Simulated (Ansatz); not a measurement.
# A convergence test on NaF (Villiaumite): k mesh of the density

How far can the k mesh of the density be lowered for the gap of NaF (Villiaumite)?

Main program and level: Ansatz 0.2.0; DFT, PBE, plane waves, PAW; PAW set soft_1.

Most raw output is cut from this account.

The database entry behind the starting cell differs from later determinations by our own check (0.1 to 0.3 % short, probably kX units), so it need not match the best structure at ambient conditions.

## Step 1: Starting point

The structure is cubic, space group Fm-3m (No. 225). Conventional cell: a = 4.620 Å, b = 4.620 Å, c = 4.620 Å, α = 90.00°, β = 90.00°, γ = 90.00°. Nearest to Na lie 6 F at 2.31 Å. Nearest to F lie 6 Na at 2.31 Å. Farther neighbours and most contacts between anions are not listed.

The cell and positions come from the Crystallography Open Database and are kept as given unless a step says otherwise.

## Step 2: k mesh of the density: 2×2×2

File input.yaml:

```yaml
crystal:
  lattice:
    - [0.0, 2.31, 2.31]
    - [2.31, 0.0, 2.31]
    - [2.31, 2.31, 0.0]
  atoms:
    - { symbol: Na, position: [0.0, 0.0, 0.0] }
    - { symbol: F, position: [0.5, 0.5, 0.5] }
kpoints:
  mp_grid: { grid: [2, 2, 2] }
  band_path:
    path:
      - [0.0, 0.0, 0.0]
      - [0.5, 0.0, 0.5]
      - [0.625, 0.25, 0.625]
      - [0.375, 0.375, 0.75]
      - [0.5, 0.5, 0.5]
      - [0.5, 0.25, 0.75]
    npoints: 1
hamiltonian:
  xc: pbe
  pseudopotentials: { kind: paw, azcp: { folder: soft_1 } }
scf:
  occupations: { method: fixed }
  n_extra_bands: 4
output:
  eigenvalues: true
```

Launch:

```console
> ansatz run input.yaml --threads 24 --pin off --max-ram 82944MiB --backend cuda --events-out ev --progress --plain --runs-dir out --devices 1 --max-vram 78GiB
```

It took 1.3 s on 1 × NVIDIA GB200 (shared by 2 runs) with 24 threads of Arm Neoverse V2, shared host; peak memory 0.92 GiB.

Numbers from this step:

```yaml
gap: 6.266 eV
valence_top_at: Γ
conduction_bottom_at: Γ
least_direct_gap: 6.266 eV
```

The gap is direct, at Γ.

## Step 3: k mesh of the density: 4×4×4

input.yaml: that of step 2 with these lines changed.

```diff
@@ -9,3 +9,3 @@
 kpoints:
-  mp_grid: { grid: [2, 2, 2] }
+  mp_grid: { grid: [4, 4, 4] }
   band_path:
```

Wall time 0.97 s (1 × NVIDIA GB200 (shared by 2 runs) with 24 threads); peak memory 0.95 GiB; 1.7 s of CPU time.

This step gave:

```yaml
gap: 6.364 eV
valence_top_at: Γ
conduction_bottom_at: Γ
least_direct_gap: 6.364 eV
```

The gap is 6.364 eV, +0.098 eV from the run before at this level.

## Step 4: k mesh of the density: 8×8×8 (the default)

input.yaml, the sections that differ from step 3:

```yaml
kpoints:
  mp_grid: { grid: [8, 8, 8] }
  band_path:
    path:
      - [[0.0, 0.0, 0.0], [0.5, 0.0, 0.5], [0.625, 0.25, 0.625]]
      - [[0.375, 0.375, 0.75], [0.0, 0.0, 0.0], [0.5, 0.5, 0.5], [0.5, 0.25, 0.75], [0.5, 0.0, 0.5]]
    npoints: 10
scf:
  occupations: { method: fermi_dirac, width: 0.02 }
  n_extra_bands: 4
# crystal, hamiltonian, output: as in step 3
```

Run time: 1.2 s. Hardware: 1 × NVIDIA GB200 (shared by 2 runs) with 24 threads; peak memory 0.97 GiB.

Numbers from this step:

| Item | Value |
| --- | --- |
| gap | 6.365 eV |
| valence top at | Γ |
| conduction bottom at | Γ |
| least direct gap | 6.365 eV |

The gap is 6.365 eV, +0.001 eV from the run before at this level.

## Step 5: k mesh of the density: 12×12×12

input.yaml, the sections that differ from step 4:

```yaml
kpoints:
  mp_grid: { grid: [12, 12, 12] }
  band_path:
    path:
      - [0.0, 0.0, 0.0]
      - [0.5, 0.0, 0.5]
      - [0.625, 0.25, 0.625]
      - [0.375, 0.375, 0.75]
      - [0.5, 0.5, 0.5]
      - [0.5, 0.25, 0.75]
    npoints: 1
scf:
  occupations: { method: fixed }
  n_extra_bands: 4
# crystal, hamiltonian, output: as in step 4
```

The job ended after 1.2 s (1 × NVIDIA GB200 (shared by 2 runs) with 24 threads; peak memory 0.92 GiB).

This step gave:

| Item | Value |
| --- | --- |
| gap | 6.365 eV |
| valence top at | Γ |
| conduction bottom at | Γ |
| least direct gap | 6.365 eV |

The gap is 6.365 eV, as in the run before at this level.

## Step 6: The series

Differences are against the last row; a negative gap means that bands overlap, and a run with a band path holds that path's time. Times are wall times on 1 × NVIDIA GB200 (shared by 2 runs) with 24 threads of Arm Neoverse V2, shared host, good to a factor of about two.

```
k mesh of the density  gap (eV)  direct gap (eV)  gap error (eV)  energy error (meV/atom)  irreducible k    time
                2×2×2     6.266            6.266          −0.099                    +63.8              3   1.3 s
                4×4×4     6.364            6.364          −0.001                     +0.2              8  0.97 s
                8×8×8     6.365            6.365          +0.000                     +0.0             29   1.2 s
             12×12×12     6.365            6.365          +0.000                     +0.0             72   1.2 s
```

## Step 7: Results

```yaml
2x2x2: 6.266 eV
4x4x4: 6.364 eV
8x8x8: 6.365 eV
12x12x12: 6.365 eV
```

What this shows: The gap holds to 0.02 eV from 4×4×4 on. At 2×2×2 the gap is off by −0.099 eV and the energy by +64 meV/atom. The gap is read over the mesh and added points near the edges, so meshes differ mainly through the density and, for a hybrid, the exchange operator.

[Paths, hosts, dates, memory and timing lines, banners, echoed tables and standing remarks are left out of the program output.]

[Logs are printed without paths, hosts, clocks, repeated set-up lines and the standing remarks that a program may print on its own settings, such as how far it seeks lower states.]

[Runs of the session that timed out or met a known fault of the program may be left out.]

[Cells called generated may have been cut or substituted from an entry of the Crystallography Open Database or the Materials Project.]

[Hosts, paths, dates, database ids (printed as entryN), source tags and the programs' standing remarks are cut or masked in the printed files.]
